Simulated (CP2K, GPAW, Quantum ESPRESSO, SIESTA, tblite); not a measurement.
**Other levels on twisted graphene bilayer, 32.20° (156 atoms)**

The cell holds 156 atoms: 156 C. Cell: a = 15.363 Å, b = 15.363 Å, c = 15.530 Å, α = 90.0°, β = 90.0°, γ = 120.0°. It derives from C (graphene). Graphene (a = 2.46 Å) under graphene (a = 2.46 Å), bilayer, commensurate cell of 39 unit cells a layer, twist 32.20 deg; facing planes 3.53 Å apart as built; 12 Å of vacuum; minimised with a classical potential. Then every atom was moved at random, 0.03 Å r.m.s. a Cartesian component. Regions: layer 1, 78 atoms (78 C); layer 2, 78 atoms (78 C). Vacuum lies along c.

Geometry: as built.

The reference, a calculation:

```
method                 : Kohn-Sham DFT, PBE, SSSP efficiency 1.3.0 pseudopotentials, plane waves (Quantum ESPRESSO 7.5); sssp-pbe-1.3.0-efficiency, cutoffs 45/360 Ry, Γ point
r.m.s. force component : 1.695 eV/Å
longest force          : 6.809 eV/Å
time                   : 11 min on 4 MPI ranks of Arm Neoverse V1, shared host
CPU time               : 45 min
```

Runs, in no order:
A. SIESTA PBE, DZP, shift 0.01 Ry, mesh 300 Ry: Kohn-Sham DFT, PBE, PseudoDojo 0.4.1 norm-conserving pseudopotentials (converted to PSML), numerical atomic orbitals (DZP), diagonalisation
B. tblite GFN1-xTB: GFN1-xTB tight binding, diagonalisation
C. CP2K PBE, DZVP-MOLOPT-SR, 630/50 Ry, diagonalisation: Kohn-Sham DFT, PBE, GTH-PBE pseudopotentials, Gaussian and plane waves, DZVP-MOLOPT-SR-GTH, diagonalisation
D. CP2K PBE, TZVP-MOLOPT, 450/50 Ry, diagonalisation: Kohn-Sham DFT, PBE, GTH-PBE pseudopotentials, Gaussian and plane waves, TZVP-MOLOPT-GTH, diagonalisation
E. SIESTA PBE, SZP, shift 0.01 Ry, mesh 300 Ry: Kohn-Sham DFT, PBE, PseudoDojo 0.4.1 norm-conserving pseudopotentials (converted to PSML), numerical atomic orbitals (SZP), diagonalisation

Q: Order them from the smallest to the largest r.m.s. force difference.

D, C, B, A, E.

```
                                                    run  Δ force, r.m.s. (meV/Å)  share of r.m.s. force (%)  CPU time
   D. CP2K PBE, TZVP-MOLOPT, 450/50 Ry, diagonalisation                     12.1                      0.714     1.7 h
C. CP2K PBE, DZVP-MOLOPT-SR, 630/50 Ry, diagonalisation                     30.4                       1.79    15 min
                                     B. tblite GFN1-xTB                      123                       7.27       4 s
         A. SIESTA PBE, DZP, shift 0.01 Ry, mesh 300 Ry                      214                       12.6   7.7 min
         E. SIESTA PBE, SZP, shift 0.01 Ry, mesh 300 Ry                      443                       26.1   5.2 min
```

Periodic xTB results under one method name differ between programs and library versions. The electronic-structure runs sample only Γ, in a cell whose shortest periodic width is 13 Å, which is coarse for a cell with partly filled levels.

[Logs are printed without paths, hosts, clocks, repeated set-up lines and the standing remarks that a program may print on its own settings, such as how far it seeks lower states.]

[Hosts, paths, dates, database ids (printed as entryN), source tags and the programs' standing remarks are cut or masked in the printed files.]
